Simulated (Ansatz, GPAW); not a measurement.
**An Al chain with one Cl atom in line: transmission at several levels**

Wanted: the zero-bias transmission of an Al chain with one Cl atom in line on a ladder of levels, with run times.

Main program and level: GPAW 26.7.0 and Ansatz 0.2.0; GPAW LCAO, PAW setups; Landauer transmission from Green's functions with principal layers (ASE), zero bias.

### Step 1. The starting structure

The cell holds 13 atoms: 12 Al and 1 Cl. Cell: a = 9.000 Å, b = 9.000 Å, c = 30.461 Å, α = 90.0°, β = 90.0°, γ = 90.0°. Regions: left lead, 6 atoms (6 Al); channel, 1 atom (1 Cl); right lead, 6 atoms (6 Al). Vacuum lies along a and b. The structure is stacked along c, and the current runs across the ab planes.

Structure file:

```cif
data_structure
_symmetry_space_group_name_H-M 'P 1'
_symmetry_Int_Tables_number 1
_cell_length_a 9.0000
_cell_length_b 9.0000
_cell_length_c 30.4610
_cell_angle_alpha 90.000
_cell_angle_beta 90.000
_cell_angle_gamma 90.000
_cell_volume 2467.34
loop_
_atom_site_label
_atom_site_type_symbol
_atom_site_fract_x
_atom_site_fract_y
_atom_site_fract_z
_atom_site_occupancy
Al1 Al 0.50000 0.50000 0.03939 1
Al2 Al 0.50000 0.50000 0.11818 1
Al3 Al 0.50000 0.50000 0.19697 1
Al4 Al 0.50000 0.50000 0.27576 1
Al5 Al 0.50000 0.50000 0.35455 1
Al6 Al 0.50000 0.50000 0.43334 1
Cl7 Cl 0.50000 0.50000 0.50000 1
Al8 Al 0.50000 0.50000 0.56666 1
Al9 Al 0.50000 0.50000 0.64545 1
Al10 Al 0.50000 0.50000 0.72424 1
Al11 Al 0.50000 0.50000 0.80303 1
Al12 Al 0.50000 0.50000 0.88182 1
Al13 Al 0.50000 0.50000 0.96061 1
```

### Step 2. Plane waves, r2SCAN

Plane waves give the reference curve, free of the bias of atom-centred orbitals.

The input, input.yaml:

```yaml
crystal:
  lattice:
    - [9.0, 0.0, 0.0]
    - [0.0, 9.0, 0.0]
    - [0.0, 0.0, 30.461]
  atoms:
    - { symbol: Al, position: [0.5, 0.5, 0.0393946358] }
    - { symbol: Al, position: [0.5, 0.5, 0.1181839073] }
    - { symbol: Al, position: [0.5, 0.5, 0.1969731788] }
    - { symbol: Al, position: [0.5, 0.5, 0.2757624503] }
    - { symbol: Al, position: [0.5, 0.5, 0.3545517219] }
    - { symbol: Al, position: [0.5, 0.5, 0.4333409934] }
    - { symbol: Cl, position: [0.5, 0.5, 0.5] }
    - { symbol: Al, position: [0.5, 0.5, 0.5666590066] }
    - { symbol: Al, position: [0.5, 0.5, 0.6454482781] }
    - { symbol: Al, position: [0.5, 0.5, 0.7242375497] }
    - { symbol: Al, position: [0.5, 0.5, 0.8030268212] }
    - { symbol: Al, position: [0.5, 0.5, 0.8818160927] }
    - { symbol: Al, position: [0.5, 0.5, 0.9606053642] }
kpoints:
  mp_grid: { grid: [1, 1, 3] }
hamiltonian:
  xc: r2scan
scf:
  occupations: { method: fermi_dirac, width: 0.1 }
output:
  transmission:
    leads: [[0, 1]]
    e_range: [-2, 2]
    de: 0.05
    kmesh: [1, 1]
    reduced_basis: true
  write_potential: true
  write_density: true
  volumetric_format: npy
```

On the command line:

```sh
$ ansatz run input.yaml --threads 2 --pin off --max-ram 4096MiB --backend cpu --events-out ev --progress --plain --runs-dir out
```

Output:

```text
Engine: ansatz 0.2.0, aarch64-unknown-linux-gnu
Pseudopotentials: kind: paw
Pseudopotential: Al, paw, valence charge 3, recommended cutoff 500 eV (meta_gga), Al.paw.azcp
Pseudopotential: Cl, paw, valence charge 7, recommended cutoff 500 eV (meta_gga), Cl.paw.azcp
Functional definition: r2SCAN
  parameter k0 = 0.174
  parameter k1 = 0.065
  parameter a1 = 4.9479
  exchange = r2scan_x(k0 = k0, k1 = k1, a1 = a1)
  correlation = r2scan_c
Error: memory limit exceeded: the `transmission` phase of `transmission` needs 5.94 GiB against the run's memory maximum of 4.00 GiB; largest carriers: source scf tables 3.02 GiB, transmission 2.60 GiB, unmodelled-tail allowance 0.30 GiB, source scf state 0.02 GiB; this run sums exchange and correlation above basis.xc_grid: 1 (its plan line states the level, which a resume's fixed deck keeps): xc box scratch, where t [...]
with nothing else changed it takes a maximum of at least 5.95 GiB, with nothing to spare, and 6.54 GiB leaves up to a tenth: --max-ram 6.54GiB where that set the maximum, else more of the term that did, and with no share typed, where 6.54 GiB is over 0.88 of the host's memory or its container's limit, a share of 0.88 or more that holds the maximum too (--max-ram-frac F), where one does; The budget is ten elevenths of [...]
`transmission` follows the SCF: where the deck gives it k-points, a mesh or a band count of its own, those are what to reduce (not on a resume, whose deck is fixed)
```

Elapsed: 1.2 s, on 2 threads of Arm Neoverse V2, shared host; peak memory 0.3 GiB.

The program refused the input before any cycle.

The program's message: “Error: memory limit exceeded: the `transmission` phase of `transmission` needs 5.94 GiB against the run's memory maximum of 4.00 GiB; largest carriers: source scf tables 3.02 GiB, transmission 2.60 Gi …”

### Step 3. GPAW, dzp

The script solves lead and junction separately, takes H and S in the orbital basis, and joins semi-infinite leads through their self-energies; the dzp basis is the working standard.

This step: GPAW LCAO, PAW setups; Landauer transmission from Green's functions with principal layers (ASE), zero bias (GPAW 26.7.0).

The input, run.py:

```python
import json
import numpy as np
from ase import Atoms
from ase.transport.calculators import TransportCalculator
from gpaw import GPAW, FermiDirac
from gpaw.lcao.tools import get_lcao_hamiltonian
from scipy.linalg import eigh

# The junction with lead layers at both ends, along the third cell vector
device = Atoms(
    ['Al', 'Al', 'Al', 'Al', 'Al', 'Al', 'Cl', 'Al', 'Al', 'Al', 'Al', 'Al', 'Al'],
    positions=[
        [4.50000, 4.50000, 1.20000],
        [4.50000, 4.50000, 3.60000],
        [4.50000, 4.50000, 6.00000],
        [4.50000, 4.50000, 8.40000],
        [4.50000, 4.50000, 10.80000],
        [4.50000, 4.50000, 13.20000],
        [4.50000, 4.50000, 15.23050],
        [4.50000, 4.50000, 17.26100],
        [4.50000, 4.50000, 19.66100],
        [4.50000, 4.50000, 22.06100],
        [4.50000, 4.50000, 24.46100],
        [4.50000, 4.50000, 26.86100],
        [4.50000, 4.50000, 29.26100]],
    cell=[[9.0, 0.0, 0.0], [0.0, 9.0, 0.0], [0.0, 0.0, 30.461]],
    pbc=True)

# One principal layer of the lead: the first 4 atoms of the device
lead = Atoms(
    ['Al', 'Al', 'Al', 'Al'],
    positions=[
        [4.50000, 4.50000, 1.20000],
        [4.50000, 4.50000, 3.60000],
        [4.50000, 4.50000, 6.00000],
        [4.50000, 4.50000, 8.40000]],
    cell=[[9.0, 0.0, 0.0], [0.0, 9.0, 0.0], [0.0, 0.0, 9.6]],
    pbc=True)

settings = dict(mode='lcao', basis='dzp', xc='PBE', h=0.2,
                occupations=FermiDirac(0.1), maxiter=250,
                mixer=dict(beta=0.1, nmaxold=8, weight=100.0),
                convergence=dict(density=0.0001))
energies = np.arange(-2, 2 + 1e-9, 0.05)
eta = 0.0001
n1, n2 = 1, 1
# k and -k transmit alike, so half of the mesh across the current serves
mesh = [(i, j) for i in range(n1) for j in range(n2) if (i, j) <= (-i % n1, -j % n2)]
weights = np.array([1 if (i, j) == (-i % n1, -j % n2) else 2 for i, j in mesh]) / (n1 * n2)

# [... helper functions left out ...]
fermi_lead = ground_state(lead, (1, 1, 12), 'lead.txt')
fermi_device = ground_state(device, (1, 1, 3), 'device.txt')
# [... loop over the mesh left out, but for ...]
        # Shift the lead onto the potential of the device's first layer
        shift = ((H[:, 0, 0] - H0[:, 0, 0]) / S0[0, 0]).real.mean()
# [...]
kT = 8.617333e-5 * 500
bias = [0.1, 0.2, 0.5, 1.0, 1.5, 2.0]
# [... integrals and printing left out ...]
```

On the command line:

```sh
$ OMP_NUM_THREADS=1 OPENBLAS_NUM_THREADS=2 python run.py
```

Output:

```text
basis functions: device 169, principal layer 52
Fermi level: lead -3.1259 eV, device -2.9678 eV; lead shifted by -0.0055 eV
largest coupling past the next layer 1.42e-15 eV, largest misfit of the first layer 0.043 eV
  E-E_F (eV)   T (one spin)  [channel counts left out]
    -2.000    9.8831e-02
    -1.950    9.3639e-02
    -1.900    8.8237e-02
    -1.850    8.2613e-02
    -1.800    7.6751e-02
    -1.750    7.0634e-02
    -1.700    6.4241e-02
    -1.650    5.7549e-02
    -1.600    5.0530e-02
    -1.550    4.3153e-02
    -1.500    3.5381e-02
    -1.450    2.7173e-02
    -1.400    1.8480e-02
    -1.350    9.2463e-03
    -1.300    1.1197e-07
    -1.250    1.5276e-09
[...]
1.650    1.6504e+00
     1.700    1.6412e+00
     1.750    1.6324e+00
     1.800    1.6239e+00
     1.850    1.6157e+00
     1.900    1.6076e+00
     1.950    1.5997e+00
     2.000    1.5917e+00
conductance at 500 K: 1.6109 G0 a cell; thermopower 2.764 uV/K
current from the zero-bias T(E) at 0.1 V: 12.467 uA
current from the zero-bias T(E) at 0.2 V: 24.848 uA
current from the zero-bias T(E) at 0.5 V: 60.848 uA
current from the zero-bias T(E) at 1.0 V: 105.76 uA
current from the zero-bias T(E) at 1.5 V: 128.91 uA
current from the zero-bias T(E) at 2.0 V: 154.46 uA
```

Wall time 39 s (2 threads); peak memory 1 GiB.

This step gave:

```yaml
conductance: 1.611 G₀
thermopower: 2.764 μV/K
largest_coupling_past_the_next_principal_layer: 1.42e-15 eV
largest_misfit_of_the_first_principal_layer: 0.04319 eV
shift_that_aligns_the_lead: -0.005490 eV
basis_functions_of_the_junction: 169
basis_functions_of_a_principal_layer: 52
transmission_at_the_fermi_level_one_spin: 1.627
```

One spin. Transmission, zone mean against energy, zero at the Fermi level:

| energy (eV) | transmission, zone mean |
| --- | --- |
| -2.00 | 0.0988 |
| -1.85 | 0.0826 |
| -1.70 | 0.0642 |
| -1.60 | 0.0505 |
| -1.45 | 0.0272 |
| -1.30 | 1.1e-7 |
| -1.15 | 1.9e-10 |
| -1.05 | 6.8e-11 |
| -0.90 | 3.0e-11 |
| -0.75 | 2.1e-11 |
| -0.60 | 1.8e-11 |
| -0.50 | 5.2e-11 |
| -0.40 | 1.92 |
| -0.35 | 1.72 |
| -0.20 | 1.61 |
| -0.05 | 1.64 |
| 0.00 | 1.63 |
| 0.05 | 1.60 |
| 0.20 | 1.47 |
| 0.35 | 1.32 |
| 0.50 | 1.21 |
| 0.60 | 1.16 |
| 0.75 | 1.12 |
| 0.90 | 1.10 |
| 1.05 | 1.80 |
| 1.15 | 1.77 |
| 1.30 | 1.73 |
| 1.45 | 1.69 |
| 1.60 | 1.66 |
| 1.70 | 1.64 |
| 1.85 | 1.62 |
| 2.00 | 1.59 |

Not self-consistent under bias; the bias window is split evenly. Current through one cell, from the zero-bias transmission against bias:

| bias (V) | current through one cell, from the zero-bias transmission (μA) |
| --- | --- |
| 0.100 | 12.5 |
| 0.200 | 24.8 |
| 0.500 | 60.8 |
| 1.000 | 106 |
| 1.500 | 129 |
| 2.000 | 154 |

Transmission of the three most open eigenchannels against energy, zero at the Fermi level:

```
energy (eV)  channel 1  channel 2  channel 3
      -2.00     0.0988    8.5e-12          0
      -1.90     0.0882    8.4e-12          0
      -1.80     0.0768    8.2e-12          0
      -1.70     0.0642    8.0e-12          0
      -1.55     0.0432    7.8e-12          0
      -1.45     0.0272    7.6e-12          0
      -1.35    0.00925    7.4e-12          0
      -1.25     1.5e-9    7.3e-12          0
      -1.15    1.8e-10    7.2e-12          0
      -1.05    6.1e-11    7.2e-12          0
      -0.90    2.2e-11    7.9e-12          0
      -0.80    1.3e-11    1.0e-11          0
      -0.70    9.6e-12    9.6e-12          0
      -0.60    8.9e-12    8.9e-12          0
      -0.50    1.7e-11    1.7e-11    9.1e-12
      -0.40      0.959      0.959    1.0e-11
      -0.25      0.799      0.799    1.7e-11
      -0.15      0.812      0.812    5.6e-11
      -0.05      0.820      0.820    2.1e-10
       0.00      0.813      0.813    5.8e-10
       0.05      0.800      0.800     3.2e-9
       0.15      0.759      0.759     2.6e-9
       0.25      0.707      0.707    5.5e-10
       0.40      0.638      0.638    3.6e-10
       0.50      0.604      0.604    4.6e-10
       0.60      0.581      0.581    8.7e-10
       0.70      0.566      0.566     2.7e-9
       0.80      0.557      0.557     2.2e-8
       0.90      0.552      0.552     4.6e-5
       1.05      0.702      0.546      0.546
       1.15      0.686      0.544      0.544
       1.25      0.662      0.542      0.542
       1.35      0.638      0.540      0.540
       1.45      0.616      0.538      0.538
       1.55      0.596      0.537      0.537
       1.70      0.570      0.536      0.536
       1.80      0.554      0.535      0.535
       1.90      0.540      0.534      0.534
       2.00      0.532      0.532      0.528
```

Couplings past the next layer reach 1.4e-15 eV, small enough to drop; the matrix elements of the cell's first layer differ from the bulk lead's by up to 0.043 eV. That layer keeps its own values in the calculation, and only beyond it is the lead taken as perfect. The Fermi levels of lead and junction count from different zeros of potential, one for each periodic cell; with both set to zero, the small remaining shift is what aligns them. By hand: G = 1.611 × 77.48 μS = 125 μS, a resistance of 8.01 kΩ; at 0.1 V a linear junction would pass 12.5 μA, and the integral over the bias window gives 12.5 μA. Mott's formula, S = -(π²/3)(k_B²T/e) d ln T/dE, has the prefactor 12.2 μV/K·eV at 500 K; T = 1.639 at -0.05 eV and 1.601 at 0.05 eV give a slope of -0.239 per eV and S = 2.92 μV/K, beside 2.76 μV/K from the thermal integral, which interpolates the same grid.

### Step 4. GPAW, szp: basis = "szp(dzp)"

One radial function a shell plus polarisation makes the matrices smaller; the question is what that costs.

Changes to run.py since step 3:

```diff
@@ -39,3 +39,3 @@
 
-settings = dict(mode='lcao', basis='dzp', xc='PBE', h=0.2,
+settings = dict(mode='lcao', basis='szp(dzp)', xc='PBE', h=0.2,
                 occupations=FermiDirac(0.1), maxiter=250,
```

Output:

```text
basis functions: device 117, principal layer 36
Fermi level: lead -3.5823 eV, device -3.4048 eV; lead shifted by 0.0023 eV
largest coupling past the next layer 1.49e-15 eV, largest misfit of the first layer 0.033 eV
  E-E_F (eV)   T (one spin)  [channel counts left out]
    -2.000    9.3254e-02
    -1.950    8.7761e-02
    -1.900    8.1990e-02
    -1.850    7.5919e-02
    -1.800    6.9525e-02
    -1.750    6.2781e-02
    -1.700    5.5657e-02
    -1.650    4.8122e-02
    -1.600    4.0139e-02
    -1.550    3.1666e-02
    -1.500    2.2657e-02
    -1.450    1.3061e-02
    -1.400    2.8196e-03
    -1.350    3.0305e-09
    -1.300    6.0356e-10
    -1.250    2.3281e-10
[...]
1.650    1.6917e+00
     1.700    1.6824e+00
     1.750    1.6734e+00
     1.800    1.6647e+00
     1.850    1.6562e+00
     1.900    1.6480e+00
     1.950    1.6399e+00
     2.000    1.6320e+00
conductance at 500 K: 1.5993 G0 a cell; thermopower 2.661 uV/K
current from the zero-bias T(E) at 0.1 V: 12.375 uA
current from the zero-bias T(E) at 0.2 V: 24.656 uA
current from the zero-bias T(E) at 0.5 V: 59.941 uA
current from the zero-bias T(E) at 1.0 V: 98.257 uA
current from the zero-bias T(E) at 1.5 V: 122.38 uA
current from the zero-bias T(E) at 2.0 V: 156.74 uA
```

It took 31 s on 2 threads; peak memory 1 GiB.

Numbers from this step:

```
conductance                                    : 1.599 G₀
thermopower                                    : 2.661 μV/K
largest coupling past the next principal layer : 1.49e-15 eV
largest misfit of the first principal layer    : 0.03338 eV
shift that aligns the lead                     : 0.002255 eV
basis functions of the junction                : 117
basis functions of a principal layer           : 36
transmission at the Fermi level (one spin)     : 1.616
```

One spin. Table of transmission, zone mean by energy, zero at the Fermi level:

```
energy (eV)  transmission, zone mean
     -2.000                   0.0933
     -1.800                   0.0695
     -1.600                   0.0401
     -1.400                  0.00282
     -1.200                  1.2e-10
     -1.000                  2.5e-11
     -0.800                  1.4e-11
     -0.600                  1.4e-11
     -0.400                   7.1e-9
     -0.350                     1.69
     -0.200                     1.58
      0.000                     1.62
      0.200                     1.46
      0.400                     1.28
      0.600                     1.17
      0.800                     1.96
      1.000                     1.87
      1.200                     1.80
      1.400                     1.74
      1.600                     1.70
      1.800                     1.66
      2.000                     1.63
```

Not self-consistent under bias; the bias window is split evenly. Table of current through one cell, from the zero-bias transmission by bias:

```csv
bias (V),"current through one cell, from the zero-bias transmission (μA)"
0.100,12.4
0.200,24.7
0.500,59.9
1.000,98.3
1.500,122
2.000,157
```

Table of transmission of the three most open eigenchannels by energy, zero at the Fermi level:

```csv
energy (eV),channel 1,channel 2,channel 3
-2.00,0.0933,0,0
-1.85,0.0759,0,0
-1.70,0.0557,0,0
-1.60,0.0401,0,0
-1.45,0.0131,0,0
-1.30,6.0e-10,0,0
-1.15,7.0e-11,0,0
-1.05,3.3e-11,0,0
-0.90,1.7e-11,0,0
-0.75,1.3e-11,0,0
-0.60,1.4e-11,0,0
-0.50,1.7e-11,0,0
-0.35,0.847,0.847,3.1e-11
-0.20,0.792,0.792,9.6e-11
-0.05,0.815,0.815,9.6e-10
0.00,0.808,0.808,5.5e-9
0.05,0.794,0.794,1.6e-7
0.20,0.728,0.728,1.0e-9
0.35,0.658,0.658,8.3e-10
0.50,0.608,0.608,2.1e-9
0.60,0.587,0.587,8.8e-9
0.75,0.569,0.569,1.0e-4
0.90,0.795,0.563,0.563
1.05,0.728,0.561,0.561
1.15,0.691,0.562,0.562
1.30,0.646,0.562,0.562
1.45,0.609,0.562,0.562
1.60,0.580,0.561,0.561
1.70,0.563,0.560,0.560
1.85,0.558,0.558,0.541
2.00,0.555,0.555,0.522
```

The conductance, 1.60 G₀, lies 0.7 % below that of the dzp run.

### Step 5. Minimal basis

The minimal basis is the cheapest rung: no second zeta and no polarisation.

Changes to run.py since step 4:

```diff
@@ -39,3 +39,3 @@
 
-settings = dict(mode='lcao', basis='szp(dzp)', xc='PBE', h=0.2,
+settings = dict(mode='lcao', basis='sz(dzp)', xc='PBE', h=0.2,
                 occupations=FermiDirac(0.1), maxiter=250,
```

Output:

```text
basis functions: device 52, principal layer 16
Fermi level: lead -3.8293 eV, device -3.5844 eV; lead shifted by 0.0228 eV
largest coupling past the next layer 9.58e-16 eV, largest misfit of the first layer 0.049 eV
  E-E_F (eV)   T (one spin)  [channel counts left out]
    -2.000    4.5605e-02
    -1.950    3.8673e-02
    -1.900    3.1373e-02
[...]
1.950    1.1960e+00
     2.000    1.1765e+00
conductance at 500 K: 1.5479 G0 a cell; thermopower 6.199 uV/K
current from the zero-bias T(E) at 0.1 V: 11.975 uA
current from the zero-bias T(E) at 0.2 V: 23.839 uA
current from the zero-bias T(E) at 0.5 V: 57.381 uA
current from the zero-bias T(E) at 1.0 V: 91.774 uA
current from the zero-bias T(E) at 1.5 V: 118.77 uA
current from the zero-bias T(E) at 2.0 V: 151.85 uA
```

The job ended after 21 s (2 threads; peak memory 0.9 GiB).

This step gave:

```yaml
conductance: 1.548 G₀
thermopower: 6.199 μV/K
largest_coupling_past_the_next_principal_layer: 9.58e-16 eV
largest_misfit_of_the_first_principal_layer: 0.04919 eV
shift_that_aligns_the_lead: 0.02277 eV
basis_functions_of_the_junction: 52
basis_functions_of_a_principal_layer: 16
transmission_at_the_fermi_level_one_spin: 1.566
```

One spin. The transmission, zone mean by energy, zero at the Fermi level:

| energy (eV) | transmission, zone mean |
| --- | --- |
| -2.00 | 0.0456 |
| -1.85 | 0.0237 |
| -1.70 | 1.6e-8 |
| -1.60 | 2.5e-10 |
| -1.45 | 3.5e-11 |
| -1.30 | 1.2e-11 |
| -1.15 | 6.8e-12 |
| -1.05 | 5.5e-12 |
| -0.90 | 4.9e-12 |
| -0.75 | 5.6e-12 |
| -0.60 | 8.4e-12 |
| -0.50 | 4.3e-11 |
| -0.35 | 1.44 |
| -0.20 | 1.58 |
| -0.10 | 1.63 |
| -0.05 | 1.61 |
| 0.00 | 1.57 |
| 0.05 | 1.51 |
| 0.20 | 1.32 |
| 0.35 | 1.16 |
| 0.50 | 1.02 |
| 0.60 | 0.955 |
| 0.70 | 1.89 |
| 0.75 | 1.84 |
| 0.90 | 1.69 |
| 1.05 | 1.58 |
| 1.15 | 1.53 |
| 1.30 | 1.46 |
| 1.45 | 1.39 |
| 1.60 | 1.34 |
| 1.70 | 1.30 |
| 1.85 | 1.24 |
| 2.00 | 1.18 |

The conductance, 1.55 G₀, lies 3.9 % below that of the dzp run.

[end of part 1 of 2]

[Logs are printed without paths, hosts, clocks, repeated set-up lines and the standing remarks that a program may print on its own settings, such as how far it seeks lower states.]

[Hosts, paths, dates, database ids (printed as entryN), source tags and the programs' standing remarks are cut or masked in the printed files.]
